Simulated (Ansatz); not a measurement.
**What YBiS3 (model cell, started as cubic perovskite with Y in the octahedra) distorts into**

Aim: this structure of YBiS3 (model cell, started as cubic perovskite with Y in the octahedra) is to be tested for unstable modes, and one is followed downhill.

Calculated with Ansatz 0.2.0; DFT PBEsol, scalar-relativistic, plane waves, PAW; PAW set soft_1.

The structure was built from a prototype and need not be the compound's stable phase.

### 1. The structure

It takes space group Pm-3m (No. 221, cubic). The conventional cell has a = 5.100 Å, b = 5.100 Å, c = 5.100 Å, α = 90.00°, β = 90.00°, γ = 90.00°. Nearest to Bi lie 12 S at 3.61 Å. Nearest to Y lie 6 S at 2.55 Å. Nearest to S lie 2 Y at 2.55 Å. Farther neighbours and most contacts between anions are not listed.

### 2. The dispersion

The cell comes from relaxations at this level that are not shown. Stability and thermal properties need the whole zone. Linear response on a 2×2×2 q mesh gives force constants as far as a supercell of that size would.

File input.yaml:

```yaml
crystal:
  lattice:
    - [5.100470251, 0.0, 0.0]
    - [0.0, 5.100470251, 0.0]
    - [0.0, 0.0, 5.100470251]
  atoms:
    - { symbol: Bi, position: [0.0, 0.0, 0.0] }
    - { symbol: "Y", position: [0.5, 0.5, 0.5] }
    - { symbol: S, position: [0.5, 0.5, 0.0] }
    - { symbol: S, position: [0.5, 0.0, 0.5] }
    - { symbol: S, position: [0.0, 0.5, 0.5] }
kpoints:
  mp_grid: { grid: [8, 8, 8] }
hamiltonian:
  xc: pbesol
  pseudopotentials: { kind: paw, azcp: { folder: soft_1 }, xc_functional: pbe }
scf:
  occupations: { method: methfessel_paxton, width: 0.2 }
output:
  eigenvalues: true
phonons:
  method: dfpt
  qmesh: [2, 2, 2]
  temperatures: { t_max: 1000, t_step: 50 }
  qpath:
    path:
      - [[0.0, 0.0, 0.0], [0.0, 0.5, 0.0], [0.5, 0.5, 0.0], [0.0, 0.0, 0.0], [0.5, 0.5, 0.5], [0.0, 0.5, 0.0]]
      - [[0.5, 0.5, 0.5], [0.5, 0.5, 0.0]]
    npoints: 10
```

Launch:

```sh
$ ansatz run input.yaml --threads 8 --pin off --max-ram 16384MiB --backend cpu --events-out ev --progress --plain --runs-dir out
```

Numbers of over 12 decimals in the logs are rounded to 6 here.

The log of the run:

```text
Engine: ansatz 0.2.0, x86_64-unknown-linux-gnu
Pseudopotentials: kind: paw
Pseudopotential: Bi, paw, valence charge 15, recommended cutoff 420 eV (normal), soft_1/Bi.paw.azcp
Pseudopotential: Y, paw, valence charge 11, recommended cutoff 420 eV (normal), soft_1/Y.paw.azcp
Pseudopotential: S, paw, valence charge 6, recommended cutoff 420 eV (normal), soft_1/S.paw.azcp
Functional definition: PBEsol
  exchange = pbesol_x
  correlation = pbesol_c
Crystal: 5 atoms, lattice volume = 132.688 Å³
Basis set: ecut = 420 eV, 2553 PW (Γ), exchange–correlation on 72×72×72 points (8 copies of the dense FFT grid, shifted against one another)
Bands: 27, of which v1, the nominal top of the filled ones, is band 22 counted from 1 (21 counted from 0)
Symmetry: 48 space group operations
k-points: 35 of 512
Non-local potential: Bi, projectors of the file, l = 0: 2, l = 1: 2, l = 2: 2, l = 3: 1
Non-local potential: Y, projectors of the file, l = 0: 3, l = 1: 2, l = 2: 2, l = 3: 1
Non-local potential: S, projectors of the file, l = 0: 2, l = 1: 2, l = 2: 1
PAW form: soft (Blöchl's): semilocal exchange-correlation on the pseudo side does not see the compensation charge
PAW frozen core: Bi, regenerated for the run's functional, and the local potential with it (the file was generated under x = pbe(κ = 0.804, μ = 0.219515), c = pbe(β = 0.066725))
PAW frozen core: Y, regenerated for the run's functional, and the local potential with it (the file was generated under x = pbe(κ = 0.804, μ = 0.219515), c = pbe(β = 0.066725))
PAW frozen core: S, regenerated for the run's functional, and the local potential with it (the file was generated under x = pbe(κ = 0.804, μ = 0.219515), c = pbe(β = 0.066725))
PAW one-centre angular grid: Bi, 590 points (default); XC on 64 Gauss nodes
PAW one-centre angular grid: Y, 590 points (default); XC on 64 Gauss nodes
PAW one-centre angular grid: S, 110 points (default); XC on 64 Gauss nodes
Initial density: superposition of atomic densities (chi_scale 0.1, normalization cell, long waves kept (reshape's long-wave potential 0.00 eV rms))
Initial wavefunctions: pseudopotential atomic-orbital guess
Functional: x = pbesol(κ = 0.804, μ = 0.123457), c = pbesol(β = 0.046)
SCF iter   1: F=—  HF=-18701.050826 eV  |F-HF|=—  |Δ(HF+E_count)|=         —  Δρ=4.91e-2  dr2=1.38e1  ethr=3.10e-3  ⟨swp⟩=6.5  Hψ=4270  notcnv=0
preconditioner: auto → Resta (q_TF=auto, 2.270 Å⁻¹)  ε∞=5.8  [insulator: Δε(μ)=0.950 eV  Ē_g=7.492 eV  σ=0.200 eV  W_gap=1.00  n_scr=26 (ndim 8)  ℏωp=16.4 eV  f_vac=0.000  D(μ)=-0.01/eV (n_scr^D=0)  ε∞_Penn≈5.8]
SCF iter   2: F=—  HF=-18697.629276 eV  |F-HF|=—  |Δ(HF+E_count)|=    3.42e0  S|Δr|=    0.00e0  Δρ=2.51e-2  dr2=3.41e0  ethr=3.10e-3  ⟨swp⟩=3.3  Hψ=2106  notcnv=0  defer=19
preconditioner: auto → Kerker (q_TF=auto, 2.270 Å⁻¹)  [metal: Δε(μ)=0.067 eV  Ē_g=7.132 eV  σ=0.200 eV  W_gap=0.27  n_scr=26 (ndim 8)  ℏωp=16.4 eV  f_vac=0.000  D(μ)=0.45/eV (n_scr^D=0)]
SCF iter   3: F=—  HF=-18697.014783 eV  |F-HF|=—  |Δ(HF+E_count)|=   6.14e-1  S|Δr|=    0.00e0  Δρ=2.18e-2  dr2=1.88e0  ethr=3.10e-3  ⟨swp⟩=3.5  Hψ=1842  notcnv=0  defer=16
SCF iter   4: F=—  HF=-18696.781954 eV  |F-HF|=—  |Δ(HF+E_count)|=   2.33e-1  S|Δr|=    0.00e0  Δρ=3.58e-3  dr2=4.55e-2  ethr=3.10e-3  ⟨swp⟩=2.0  Hψ=1124  notcnv=0  defer=5
SCF iter   5: F=—  HF=-18696.778933 eV  |F-HF|=—  |Δ(HF+E_count)|=   3.02e-3  S|Δr|=    0.00e0  Δρ=1.55e-3  dr2=8.77e-3  ethr=1.03e-4  ⟨swp⟩=1.1  Hψ=985  notcnv=0  defer=5
SCF iter   6: F=—  HF=-18696.778211 eV  |F-HF|=—  |Δ(HF+E_count)|=   7.22e-4  S|Δr|=    0.00e0  Δρ=5.41e-4  dr2=1.04e-3  ethr=1.99e-5  ⟨swp⟩=1.5  Hψ=1028  notcnv=0  defer=5
SCF iter   7: F=—  HF=-18696.778138 eV  |F-HF|=—  |Δ(HF+E_count)|=   7.34e-5  S|Δr|=    0.00e0  Δρ=2.64e-4  dr2=2.92e-4  ethr=2.37e-6  ⟨swp⟩=1.5  Hψ=968  notcnv=0  defer=5
SCF iter   8: F=—  HF=-18696.778110 eV  |F-HF|=—  |Δ(HF+E_count)|=   2.74e-5  S|Δr|=    0.00e0  Δρ=5.10e-5  dr2=1.22e-5  ethr=6.64e-7  ⟨swp⟩=1.4  Hψ=974  notcnv=0  defer=5
SCF iter   9: F=—  HF=-18696.778115 eV  |F-HF|=—  |Δ(HF+E_count)|=   4.62e-6  S|Δr|=    0.00e0  Δρ=6.30e-6  dr2=8.85e-8  ethr=2.77e-8  ⟨swp⟩=2.1  Hψ=1215  notcnv=0  defer=5
SCF iter  10: F=—  HF=-18696.778109 eV  |F-HF|=—  |Δ(HF+E_count)|=   5.25e-6  S|Δr|=    0.00e0  Δρ=1.06e-6  dr2=2.14e-9  ethr=2.01e-10  ⟨swp⟩=2.5  Hψ=1677  notcnv=0  defer=5
[...]
SCF iter  13: F=-18696.778109 eV  HF=-18696.778109 eV  |F-HF|=3.64e-12  |Δ(HF+E_count)|=  7.28e-12  S|Δr|=    0.00e0  Δρ=1.64e-8  dr2=5.89e-13  ethr=1.00e-12  ⟨swp⟩=5.0  Hψ=3678  notcnv=0
SCF 1 converged in 13 iterations: F = -18696.778109 eV  dr2 = 5.89e-13
  greatest PAW one-centre occupation: 0.993 electrons in one spin orbital (limit 2), on the Y atom at site 1 (counted from 0), in its partial waves of l = 0
Initial density: read from a saved state, or passed on in memory by an earlier SCF of this step, an earlier step, the calling program or the single point that the run made first
iter 1 solved again at ethr=3.64e-7 eV; its pass at ethr=3.10e-3 eV (dr2=1.60e-4 eV) is discarded
SCF iter   1: F=—  HF=-18696.778111 eV  |F-HF|=—  |Δ(HF+E_count)|=         —  Δρ=1.52e-6  dr2=3.17e-9  ethr=3.64e-7  ⟨swp⟩=4.0  Hψ=7146  notcnv=0
eigensolver tolerance schedule: the retry pair's looser diagonalisation over-reported the residual by 50479.45 of it (diagonalisation noise at an unbounded share of the residual, at the tolerance the schedule requests for it); recorded, not acted on — ethr = c·dr2/N_el stays at c = 1.0e-1
preconditioner: auto → Kerker (q_TF=auto, 2.270 Å⁻¹)  [metal: Δε(μ)=0.035 eV  Ē_g=7.040 eV  σ=0.200 eV  W_gap=0.15  n_scr=26 (ndim 8)  ℏωp=16.4 eV  f_vac=0.000  D(μ)=4.30/eV (n_scr^D=26)]
SCF iter   2: F=—  HF=-18696.778109 eV  |F-HF|=—  |Δ(HF+E_count)|=   1.52e-6  S|Δr|=    0.00e0  Δρ=7.55e-7  dr2=7.35e-10  ethr=7.21e-12  ⟨swp⟩=4.3  Hψ=2845  notcnv=0
SCF iter   3: F=—  HF=-18696.778109 eV  |F-HF|=—  |Δ(HF+E_count)|=  8.73e-11  S|Δr|=    0.00e0  Δρ=5.05e-7  dr2=3.27e-10  ethr=1.67e-12  ⟨swp⟩=1.0  Hψ=945  notcnv=0
SCF iter   4: F=—  HF=-18696.778109 eV  |F-HF|=—  |Δ(HF+E_count)|=  5.46e-11  S|Δr|=    0.00e0  Δρ=2.06e-7  dr2=5.64e-11  ethr=1.00e-12  ⟨swp⟩=1.0  Hψ=946  notcnv=0
SCF iter   5: F=—  HF=-18696.778109 eV  |F-HF|=—  |Δ(HF+E_count)|=  1.09e-11  S|Δr|=    0.00e0  Δρ=1.48e-7  dr2=3.02e-11  ethr=1.00e-12  ⟨swp⟩=1.0  Hψ=945  notcnv=0
SCF iter   6: F=—  HF=-18696.778109 eV  |F-HF|=—  |Δ(HF+E_count)|=  7.28e-12  S|Δr|=    0.00e0  Δρ=1.43e-7  dr2=2.76e-11  ethr=1.00e-12  ⟨swp⟩=1.0  Hψ=945  notcnv=0
SCF iter   7: F=—  HF=-18696.778109 eV  |F-HF|=—  |Δ(HF+E_count)|=    0.00e0  S|Δr|=    0.00e0  Δρ=1.13e-7  dr2=1.70e-11  ethr=1.00e-12  ⟨swp⟩=1.0  Hψ=945  notcnv=0
SCF iter   8: F=-18696.778109 eV  HF=-18696.778109 eV  |F-HF|=3.64e-12  |Δ(HF+E_count)|=  7.28e-12  S|Δr|=    0.00e0  Δρ=6.29e-8  dr2=5.20e-12  ethr=1.00e-12  ⟨swp⟩=1.9  Hψ=2144  notcnv=0
SCF 2 converged in 8 iterations: F = -18696.778109 eV  dr2 = 5.20e-12
phonons: the bands overlap, so this run is a metal and interpolates without the dipole-dipole term. If the crystal is really an insulator or semiconductor, its LO-TO splitting is missing
NSCF: frozen V_eff on 35 k-points
NSCF: frozen V_eff on 125 k-points
DFPT response loops at q = (0, 0, 0) (fractional): preconditioner auto → Kerker (q_TF=auto, 2.270 Å⁻¹) (partly filled bands, converged f_vac=0.000); β = 1.00, the filter's whole step (`scf.mixing.beta` (0.50) is not read by the response loops under this deck's `scf.mixing.preconditioner`; to damp them name `kerker` or `kerker_dos`, under which they read `scf.mixing.beta`, and type it under 1.00, their step now; both keys bind the ground state too); Broyden in place of MSR1
NSCF: frozen V_eff on 250 k-points
DFPT response loops at q = (0, 0, -0.5) (fractional): mixed as the last ones told, above
NSCF: frozen V_eff on 250 k-points
DFPT response loops at q = (0, -0.5, -0.5) (fractional): mixed as the last ones told, above
NSCF: frozen V_eff on 250 k-points
DFPT response loops at q = (-0.5, -0.5, -0.5) (fractional): mixed as the last ones told, above
SCF converged after 13 iterations
Stability not checked: this state was not tested for a lower state beside it, because cold or Methfessel-Paxton smearing, or corrected tetrahedra, fill the levels in a way that the test cannot read (fill_not_monotonic; see scf.lower_state_search)
Free energy (F): -18696.778109 eV
Harris-Foulkes:  -18696.778109 eV  (|F-HF|=3.64e-12)
Internal energy: -18696.768718 eV  (E = F + TS)
E sigma→0 (E₀):  -18696.775762 eV
Entropy (-TS):   -0.009392 eV (-1.878 meV/atom)
Fermi energy:    6.527990 eV
--- Per-component energies (eV) ---
  E_band       = -282.460171
  E_kinetic    = 882.498943
  E_local      = -2468.315203  (includes V_loc(G=0)·N_el)
  E_nonlocal   = 542.450683
  E_hartree    = 851.444893
  E_xc         = -590.811601
  E_vxc        = -582.137087  (∫ρ·V_xc dr)
  E_paw        = -15047.293829  (= ΣΔE_a)
  E_vpaw       = -359.847514  (= ΣTr[D̂ρ^β])
  E_aug_tail   = 0.000220  (compensation charges beyond the density's cutoff)
  E_ewald      = -2867.167240
  E_core_change = 0.424416  (= ΣΔE_core)
  E_smearing   = -0.009392  (= −TS)
  E_closure    = -0.000000  (closes the sum)
  Σ components = -18696.778109   (vs F -18696.778109, Δ=0.00e0)
--- Band table (eV; the first three rows and the last of 35) ---
  k-point 0: bands = [... 18 lower, 5.5920, 6.1573, 6.1573, 6.1573, 8.3254, 8.3254, 8.3254, 8.9991, ... 1 higher]
  k-point 1: bands = [... 18 lower, 5.5248, 5.8062, 6.1139, 6.1139, 7.9634, 8.1975, 8.1975, 9.0197, ... 1 higher]
  k-point 2: bands = [... 18 lower, 5.1892, 5.3734, 6.1197, 6.1197, 7.2204, 7.8941, 7.8941, 9.0712, ... 1 higher]
  k-point 34: bands = [... 18 lower, 3.8652, 6.6835, 6.6835, 6.6835, 8.1206, 8.1206, 8.1206, 12.6774, ... 1 higher]
--- Phonons (Γ-DFPT): 4 representative perturbations + reference (Σ response iterations 12) ---
  ASR residual: 2.659e-5 → 0.000e0 eV/Å²; symmetrization residual: 2.198e-5 eV/Å²
  ASR residual per site (eV/Å²): 1.39e-5 8.27e-6 2.66e-5 2.66e-5 2.66e-5
  Γ frequencies (cm⁻¹): -192.32 -192.32 -192.32 -169.84 -169.84 -169.84 -61.92 -61.92 -61.92 0.00 0.00 0.00 409.85 409.85 409.85
--- Phonons (arbitrary-q DFPT): 4 irreducible q on the 2×2×2 mesh ---
  q = [0.0000, 0.0000, 0.0000] (star 1, of the zone-centre solve; hermiticity 2.81e-6, symmetrization 1.21e-12): -192.32 -192.32 -192.32 -169.84 -169.84 -169.84 -61.92 -61.92 -61.92 -0.00 -0.00 0.00 409.85 409.85 409.85
  q = [0.0000, 0.0000, -0.5000] (star 3, 9 solved perturbations in 975 linear systems a pass and spin channel, the states on 125 of 512 k-point pairs; hermiticity 2.11e-6, symmetrization 3.61e-9): -200.30 -175.10 -175.10 -149.87 -149.87 -101.31 -54.41 -54.41 -45.59 -28.56 -28.56 196.80 407.15 410.51 410.51
  q = [0.0000, -0.5000, -0.5000] (star 3, 9 solved perturbations in 975 linear systems a pass and spin channel, the states on 125 of 512 k-point pairs; hermiticity 2.05e-6, symmetrization 1.21e-8): -242.18 -181.09 -181.09 -129.93 -129.93 -60.45 -56.94 16.20 16.20 54.47 193.86 193.86 388.75 411.18 422.00
  q = [-0.5000, -0.5000, -0.5000] (star 1, 4 solved perturbations in 350 linear systems a pass and spin channel, the states on 125 of 512 k-point pairs; hermiticity 5.63e-7, symmetrization 4.76e-13): -232.10 -232.10 -232.10 -123.89 -123.89 -123.89 83.66 83.66 83.66 193.45 193.45 193.45 389.73 389.73 434.03
  sum rule: each row above includes the acoustic sum rule's correction from the zone centre's row sums; it moved no ω² by more than (0.47 cm⁻¹)²
  mesh force constants: q→R imaginary residual 6.41e-18; ASR residual 2.659e-5 → 0.000e0 eV/Å²; symmetrization residual 2.487e-14 eV/Å²
  interpolated dispersion: 62 rows × 15 modes
  density of states and harmonic sums: on the 12×12×12 q-mesh, interpolated from the force constants of a 2×2×2 supercell (no non-analytic term)
  largest difference from the sums on the solved wave vectors: F 2.50e-1 eV, S 3.57e-4 and C_V 1.08e-4 eV/K
  zero-point energy: 0.101877 eV/cell   skipped modes (ω ≤ 0): 668, of them read as no rigid motion or as one in doubt: 665 (7.758e0 modes/cell left out, lowest -242.18 cm⁻¹)   left out of the sums: 5.17e-1 of the cell's modes: C_V's classical limit lies that fraction below 3 k_B per atom; for a crystal, a wire or a layer, F and S can be off by more, and a phonons.interpolated_qmesh denser along its periods is the remedy for the sampling
```

Run time: 46 s. Hardware: 8 threads of AMD EPYC 9B45 (Zen 5), shared host; peak memory 1.6 GiB; 5.6 min of CPU time.

In the SCF lines HF is the Harris–Foulkes energy and dr2 the Hartree energy of the density residual, in eV; the loop may stop once dr2 is under the threshold and the program's other checks hold. Hψ counts applications of the Hamiltonian.

Numbers from this step:

```
volume per atom                                         : 26.54 Å³
gap on the k-mesh                                       : 0 eV
sum-rule residual before enforcement                    : 2.66e-5 eV/Å²
lowest frequency on the path                            : -242.2 cm⁻¹
point group                                             : m-3m
highest frequency on the path or at a solved wavevector : 434.0 cm⁻¹
highest optical mode at the zone centre (no LO-TO term) : 409.9 cm⁻¹
lowest optical zone-centre mode                         : -192.3 cm⁻¹
lowest mode on the q mesh (acoustic modes at Γ apart)   : -242.2 cm⁻¹
```

Frequencies (cm⁻¹) solved at each irreducible wavevector; negative means imaginary. Frequencies by wavevector, by row:

| q in reciprocal lattice units | star | mode 1 | mode 2 | mode 3 | mode 4 | mode 13 | mode 14 | mode 15 |
| --- | --- | --- | --- | --- | --- | --- | --- | --- |
| 0 0 0 | 1 | -192.3 | -192.3 | -192.3 | -169.8 | 409.9 | 409.9 | 409.9 |
| 0 0 -0.5 | 3 | -200.3 | -175.1 | -175.1 | -149.9 | 407.1 | 410.5 | 410.5 |
| 0 -0.5 -0.5 | 3 | -242.2 | -181.1 | -181.1 | -129.9 | 388.8 | 411.2 | 422 |
| -0.5 -0.5 -0.5 | 1 | -232.1 | -232.1 | -232.1 | -123.9 | 389.7 | 389.7 | 434 |

Interpolated from a 2×2×2 q mesh. The phonon branches at the labelled points (cm⁻¹):

| point | branch 1 | branch 2 | branch 3 | branch 4 | branch 12 | branch 13 | branch 14 | branch 15 |
| --- | --- | --- | --- | --- | --- | --- | --- | --- |
| Γ | -192 | -192 | -192 | -170 | 0 | 410 | 410 | 410 |
| halfway | -196 | -182 | -182 | -162 | 133 | 409 | 410 | 410 |
| X | -200 | -175 | -175 | -150 | 197 | 407 | 410 | 410 |
| halfway | -222 | -178 | -174 | -154 | 195 | 396 | 411 | 418 |
| M | -242 | -181 | -181 | -130 | 194 | 389 | 411 | 422 |
| halfway | -210 | -178 | -173 | -165 | 134 | 402 | 410 | 416 |
| Γ | -192 | -192 | -192 | -170 | 0 | 410 | 410 | 410 |
| halfway | -212 | -195 | -195 | -143 | 136 | 402 | 402 | 423 |
| R | -232 | -232 | -232 | -124 | 193 | 390 | 390 | 434 |
| halfway | -222 | -205 | -196 | -140 | 194 | 395 | 402 | 426 |
| X | -200 | -175 | -175 | -150 | 197 | 407 | 410 | 410 |
| jump to R | -232 | -232 | -232 | -124 | 193 | 390 | 390 | 434 |
| halfway | -237 | -210 | -210 | -129 | 194 | 389 | 400 | 430 |
| M | -242 | -181 | -181 | -130 | 194 | 389 | 411 | 422 |

Symmetry leaves 4 wavevectors to solve. The lowest mode among them, the acoustic zeros apart, lies at q = (0, -0.5, -0.5) and is imaginary, 242.2i cm⁻¹, so the energy falls along it.

### 3. The mode frozen in, largest atomic shift 0 Å

The mode followed lies at q = (-0.5, -0.5, -0.5) with frequency 232.1i cm⁻¹ and is 3-fold degenerate, one of the unstable modes though not the softest. At small amplitude the distorted cell has space group no. 167 by a symmetry search on the positions. The undistorted cell that holds it gives the zero of energy on the same k mesh.

System of this step: YBiS3 (model cell, started as cubic perovskite with Y in the octahedra). It takes space group Pm-3m (No. 221, cubic). The conventional cell has a = 5.100 Å, b = 5.100 Å, c = 5.100 Å, α = 90.00°, β = 90.00°, γ = 90.00°. Nearest to Bi lie 12 S at 3.61 Å. Nearest to Y lie 6 S at 2.55 Å. S has 2 Y at 2.55 Å nearest. Farther neighbours and most contacts between anions are not listed.

input.yaml, the sections that differ from step 2:

```yaml
crystal:
  lattice:
    - [5.100470251, 5.100470251, 0.0]
    - [5.100470251, 0.0, 5.100470251]
    - [5.100470251, 0.0, -5.100470251]
  atoms:
    - { symbol: Bi, position: [0.0, 0.0, 0.0] }
    - { symbol: Bi, position: [0.0, 0.5, 0.5] }
    - { symbol: "Y", position: [0.5, 0.25, 0.75] }
    - { symbol: "Y", position: [0.5, 0.75, 0.25] }
    - { symbol: S, position: [0.5, 0.0, 0.0] }
    - { symbol: S, position: [0.5, 0.5, 0.5] }
    - { symbol: S, position: [0.0, 0.5, 0.0] }
    - { symbol: S, position: [0.0, 0.0, 0.5] }
    - { symbol: S, position: [0.5, 0.0, 0.5] }
    - { symbol: S, position: [0.5, 0.5, 0.0] }
output:
  forces: true
  stress: true
  eigenvalues: true
# kpoints, hamiltonian, scf: as in step 2
# phonons: removed
```

The log of the run:

```text
[...]
Crystal: 10 atoms, lattice volume = 265.375 Å³
Basis set: ecut = 420 eV, 5065 PW (Γ), exchange–correlation on 100×100×100 points (8 copies of the dense FFT grid, shifted against one another)
Bands: 54, of which v1, the nominal top of the filled ones, is band 44 counted from 1 (43 counted from 0)
Symmetry: 96 space group operations
[...]
k-points: 29 of 512
[...]
k-point 0: bands = [... 40 lower, 6.1549, 6.6798, 6.6798, 6.6798, 8.1226, 8.1226, 8.1226, 8.3267, ... 6 higher]
  k-point 1: bands = [... 40 lower, 6.0501, 6.5883, 6.5883, 6.6279, 7.8459, 7.9703, 8.0739, 8.0739, ... 6 higher]
  k-point 2: bands = [... 40 lower, 5.8502, 6.3388, 6.3388, 6.4861, 7.1699, 7.2248, 7.9861, 7.9861, ... 6 higher]
  k-point 28: bands = [... 40 lower, 5.7906, 5.7906, 6.0273, 6.0273, 6.8448, 6.8448, 7.2487, 7.2487, ... 6 higher]
[key lines of the parts left out:]
SCF converged after 10 iterations
Free energy (F): -37393.567640 eV
Fermi energy:    6.520442 eV
P = ⅓ Tr σ = -0.0263 GPa (-0.263 kbar)
```

Wall time 1.5 s (8 threads); peak memory 1.2 GiB; 10 s of CPU time.

Numbers from this step:

- pressure: -0.02632 GPa
- energy from the undistorted cell: 0 meV/atom

The run ends at a pressure of -0.03 GPa.

(Part 1 of 3 ends here.)

[Logs are printed without paths, hosts, clocks, repeated set-up lines and the standing remarks that a program may print on its own settings, such as how far it seeks lower states.]

[Hosts, paths, dates, database ids (printed as entryN), source tags and the programs' standing remarks are cut or masked in the printed files.]
